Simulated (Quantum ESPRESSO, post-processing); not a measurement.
# C(111), F on both faces, stepped through the number of bilayers, part 9 of 9

What law, if any, do the results for C(111), F on both faces follow against the number of bilayers?

Quantum ESPRESSO 7.5; plane-wave DFT, PBE, GBRV ultrasoft pseudopotentials.

So far. Step 14 (Relaxation with pw.x, 8 bilayers): The relaxation lowers the energy by 5 meV an atom. Step 17 (Relaxing the ions, 10 bilayers): The relaxation lowers the energy by 4 meV an atom.

## 18. Self-consistent run, 10 bilayers

File m7.f0.in:

```
&control
  prefix = 'm7.f0'
  outdir = './out'
  pseudo_dir = './pseudo'
  calculation = 'scf'
  tprnfor = .true.
  tefield = .true.
  dipfield = .true.
/
&system
  ibrav = 0
  nat = 22
  ntyp = 2
  ecutwfc = 40
  ecutrho = 200
  occupations = 'smearing'
  smearing = 'fd'
  degauss = 0.002
  edir = 3
  emaxpos = 0.97
  eopreg = 0.04
  eamp = 0.0
  nbnd = 51
/
&electrons
  conv_thr = 1e-09
  mixing_beta = 0.4
  electron_maxstep = 120
  mixing_mode = 'plain'
/
ATOMIC_SPECIES
  F   18.9984  f_pbe_v1.4.uspp.F.UPF
  C   12.0110  c_pbe_v1.2.uspp.F.UPF
CELL_PARAMETERS angstrom
  2.52546400400000 0.00000000000000 0.00000000000000
  -1.26273200200000 2.18711598395179 0.00000000000000
  0.00000000000000 0.00000000000000 37.74161815477932
ATOMIC_POSITIONS crystal
  F   0.000000000000 0.000000000000 0.211124119800
  C   0.000000000000 0.000000000000 0.247606162000
  C   0.333333333300 0.666666666700 0.260966061600
  C   0.333333333300 0.666666666700 0.302092141400
  C   0.666666666700 0.333333333300 0.315744658900
  C   0.666666666700 0.333333333300 0.356694008700
  C   0.000000000000 0.000000000000 0.370337682100
  C   0.000000000000 0.000000000000 0.411271261300
  C   0.333333333300 0.666666666700 0.424915566100
  C   0.333333333300 0.666666666700 0.465867029600
  C   0.666666666700 0.333333333300 0.479518667000
  C   0.666666666700 0.333333333300 0.520481333000
  C   0.000000000000 0.000000000000 0.534132970400
  C   0.000000000000 0.000000000000 0.575084433900
  C   0.333333333300 0.666666666700 0.588728738700
  C   0.333333333300 0.666666666700 0.629662317900
  C   0.666666666700 0.333333333300 0.643305991300
  C   0.666666666700 0.333333333300 0.684255341100
  C   0.000000000000 0.000000000000 0.697907858600
  C   0.000000000000 0.000000000000 0.739033938400
  C   0.333333333300 0.666666666700 0.752393838000
  F   0.333333333300 0.666666666700 0.788875880200
K_POINTS automatic
  12 12 1 0 0 0
```

On the command line:

```
$ OMP_NUM_THREADS=1 mpirun -n 4 pw.x -nk 4 -in m7.f0.in > m7.f0.out
```

Log:

```text
[banner, memory and clock lines left out]
Program PWSCF v.7.5 starts
[...]
number of electrons       =        94.00
     number of Kohn-Sham states=           51
     kinetic-energy cutoff     =      40.0000  Ry
     charge density cutoff     =     200.0000  Ry
[...]
number of k points=    74  Fermi-Dirac smearing, width (Ry)=  0.0020
[...]
Dense  grid:    67305 G-vectors     FFT dimensions: (  24,  24, 324)
[...]
negative rho (up, down):  4.976E-04 0.000E+00
[...]
Starting wfcs are   88 randomized atomic wfcs
[...]
negative rho (up, down):  2.045E-04 0.000E+00
[...]
estimated scf accuracy    <       1.24595609 Ry
[...]
negative rho (up, down):  2.393E-04 0.000E+00
[...]
estimated scf accuracy    <       0.31615184 Ry
[...]
negative rho (up, down):  2.021E-04 0.000E+00
[...]
estimated scf accuracy    <       0.02128458 Ry
[...]
negative rho (up, down):  1.869E-04 0.000E+00
[...]
estimated scf accuracy    <       0.00372296 Ry
[...]
negative rho (up, down):  1.982E-04 0.000E+00
[...]
estimated scf accuracy    <       0.00072448 Ry
[...]
negative rho (up, down):  2.116E-04 0.000E+00
[...]
estimated scf accuracy    <       0.00018379 Ry
[...]
negative rho (up, down):  2.234E-04 0.000E+00
[...]
estimated scf accuracy    <       0.00003458 Ry
[...]
negative rho (up, down):  2.297E-04 0.000E+00
[...]
estimated scf accuracy    <       0.00000531 Ry
[...]
negative rho (up, down):  2.335E-04 0.000E+00
[...]
estimated scf accuracy    <       0.00000048 Ry
[...]
negative rho (up, down):  2.360E-04 0.000E+00
[...]
estimated scf accuracy    <       0.00000014 Ry
[...]
negative rho (up, down):  2.375E-04 0.000E+00
[...]
estimated scf accuracy    <       0.00000001 Ry
[...]
negative rho (up, down):  2.384E-04 0.000E+00
[...]
Total length         68.4685 bohr
[...]
estimated scf accuracy    <          3.6E-09 Ry
[...]
negative rho (up, down):  2.398E-04 0.000E+00
[...]
Computed dipole along edir(3) :
        Dipole                0.0000 Ry au,          0.0000 Debye
        Dipole field          0.0000 Ry au,
        Potential amp.       -0.0000 Ry
        Total length         68.4685 bohr
[...]
the Fermi energy is     7.8535 ev
!    total energy              =    -326.78301203 Ry
     estimated scf accuracy    <          8.4E-10 Ry
     smearing contrib. (-TS)   =      -0.00000000 Ry
     internal energy E=F+TS    =    -326.78301203 Ry
[...]
one-electron contribution =   -8923.84894830 Ry
     hartree contribution      =    4504.74599012 Ry
     xc contribution           =     -92.25735930 Ry
     ewald contribution        =    4184.57730545 Ry
     electric field correction =       0.00000000 Ry
     convergence has been achieved in  13 iterations
     negative rho (up, down):  2.398E-04 0.000E+00
[...]
Total force =     0.001557     Total SCF correction =     0.000118
[...]
```

Wall time 2.4 min (4 MPI ranks of AMD EPYC 7R43, shared host); peak memory 0.83 GiB.

Numbers from this step:

* Fermi energy: 7.854 eV
* dipole along the normal: 0 e·Å
* valence top, on the run's zero: 4.514 eV
* conduction bottom, on the run's zero: 8.753 eV
* gap by band count: 4.239 eV

## 19. Self-consistent run, 10 bilayers: field 0.1 V/Å

m7.f1.in is the input of step 18 with these lines changed:

```diff
@@ -1,3 +1,3 @@
 &control
-  prefix = 'm7.f0'
+  prefix = 'm7.f1'
   outdir = './out'
@@ -21,3 +21,3 @@
   eopreg = 0.04
-  eamp = 0.0
+  eamp = 0.00194469
   nbnd = 51
@@ -29,2 +29,3 @@
   mixing_mode = 'plain'
+  startingpot = 'file'
 /
```

On the command line:

```
$ cp -r out/m7.f0.save out/m7.f1.save
$ OMP_NUM_THREADS=1 mpirun -n 4 pw.x -nk 4 -in m7.f1.in > m7.f1.out
```

Log:

```text
[banner, memory and clock lines left out]
Program PWSCF v.7.5 starts
[...]
number of electrons       =        94.00
     number of Kohn-Sham states=           51
     kinetic-energy cutoff     =      40.0000  Ry
     charge density cutoff     =     200.0000  Ry
[...]
number of k points=    74  Fermi-Dirac smearing, width (Ry)=  0.0020
[...]
Dense  grid:    67305 G-vectors     FFT dimensions: (  24,  24, 324)
[...]
The initial density is read from file :
[...]
negative rho (up, down):  2.398E-04 0.000E+00
[...]
Starting wfcs are   88 randomized atomic wfcs
[...]
negative rho (up, down):  2.391E-04 0.000E+00
[...]
estimated scf accuracy    <       0.00584750 Ry
[...]
negative rho (up, down):  2.392E-04 0.000E+00
[...]
estimated scf accuracy    <       0.00997208 Ry
[...]
negative rho (up, down):  2.393E-04 0.000E+00
[...]
estimated scf accuracy    <       0.00002751 Ry
[...]
negative rho (up, down):  2.395E-04 0.000E+00
[...]
estimated scf accuracy    <       0.00000334 Ry
[...]
negative rho (up, down):  2.396E-04 0.000E+00
[...]
estimated scf accuracy    <       0.00000086 Ry
[...]
negative rho (up, down):  2.396E-04 0.000E+00
[...]
estimated scf accuracy    <       0.00000011 Ry
[...]
negative rho (up, down):  2.397E-04 0.000E+00
[...]
estimated scf accuracy    <       0.00000001 Ry
[...]
negative rho (up, down):  2.397E-04 0.000E+00
[...]
estimated scf accuracy    <          2.2E-09 Ry
[...]
negative rho (up, down):  2.397E-04 0.000E+00
[...]
estimated scf accuracy    <          1.2E-09 Ry
[...]
negative rho (up, down):  2.397E-04 0.000E+00
[...]
Computed dipole along edir(3) :
        Dipole                0.1091 Ry au,          0.2774 Debye
        Dipole field          0.0010 Ry au,
        E field amplitude [Ha a.u.]:  1.9447E-03
        Potential amp.        0.1328 Ry
        Total length         68.4685 bohr
[...]
the Fermi energy is     7.8510 ev
!    total energy              =    -326.78322440 Ry
     estimated scf accuracy    <          2.0E-10 Ry
     smearing contrib. (-TS)   =      -0.00000000 Ry
     internal energy E=F+TS    =    -326.78322440 Ry
[...]
one-electron contribution =   -8923.84816512 Ry
     hartree contribution      =    4504.74530048 Ry
     xc contribution           =     -92.25734716 Ry
     ewald contribution        =    4184.57730545 Ry
     electric field correction =      -0.00031805 Ry
     convergence has been achieved in  10 iterations
     negative rho (up, down):  2.397E-04 0.000E+00
[...]
Total force =     0.003015     Total SCF correction =     0.000062
[...]
```

It took 2.1 min on 4 MPI ranks; peak memory 0.84 GiB; 8.5 min of CPU time.

This step gave:

| Item | Value |
| --- | --- |
| free energy | -4446.1123 eV |
| Fermi energy | 7.851 eV |
| dipole along the normal | 0.05775 e·Å |
| valence top, on the run's zero | 4.636 eV |
| conduction bottom, on the run's zero | 8.756 eV |
| gap by band count | 4.120 eV |

## 20. The series side by side

The series in one table:

| the number of bilayers | energy (eV) | gap along the path (eV) | vacuum level over the valence top of the mesh (eV) | dipole at 0.1 V/Å (e Å) | 4πα/A (Å) |
| --- | --- | --- | --- | --- | --- |
| 2 bilayers | -1946.8610 | 3.932 | 7.86 | 0.01603 | 5.252 |
| 3 bilayers | -2259.2813 | 4.315 | 7.924 | 0.02132 | 6.984 |
| 4 bilayers | -2571.6883 | 4.525 | 7.958 | 0.02654 | 8.696 |
| 5 bilayers | -2884.0925 | 4.433 | 7.978 | 0.03175 | 10.4 |
| 6 bilayers | -3196.4961 | 4.363 | 7.992 | 0.03693 | 12.1 |
| 7 bilayers | -3508.8989 | 4.314 | 8.002 | 0.04208 | 13.79 |
| 8 bilayers | -3821.3025 | 4.276 | 8.009 | 0.04736 | 15.52 |
| 10 bilayers | -4446.1094 | 4.224 | 8.019 | 0.05775 | 18.92 |

## 21. The arithmetic

4πα/A grows by 0.828 Å for each Å of thickness (clamped-ion); 1 − 1/ε = 0.828 gives ε = 5.8.

## 22. Outcome

| Property | Result |
| --- | --- |
| clamped-ion ε from the slope of 4πα/A against thickness | 5.8 |
| gap at 10 bilayers | 4.22 eV |

**Reading.** The series holds 8 members; clamped-ion ε from the slope of 4πα/A against thickness: 5.8; gap at 10 bilayers: 4.22 eV (PBE, GBRV ultrasoft). The gap goes from 3.93 to 4.22 eV, by way of 4.52 eV, as the slab grows from 5.3 to 21.8 Å; the bulk has 4.19 eV on its mesh. Semilocal gaps are too small; no spin-orbit coupling; every broken bond is capped, which crowds large atoms; the ions are held in the field.

[Logs are printed without paths, hosts, clocks, repeated set-up lines and the standing remarks that a program may print on its own settings, such as how far it seeks lower states.]

[Hosts, paths, dates, database ids (printed as entryN), source tags and the programs' standing remarks are cut or masked in the printed files.]

[Maps of the electrostatic potential energy from Ansatz leave out the sawtooth potential of an applied field or a dipole correction, so their vacuum need not be flat; planar profiles and work functions include it.]
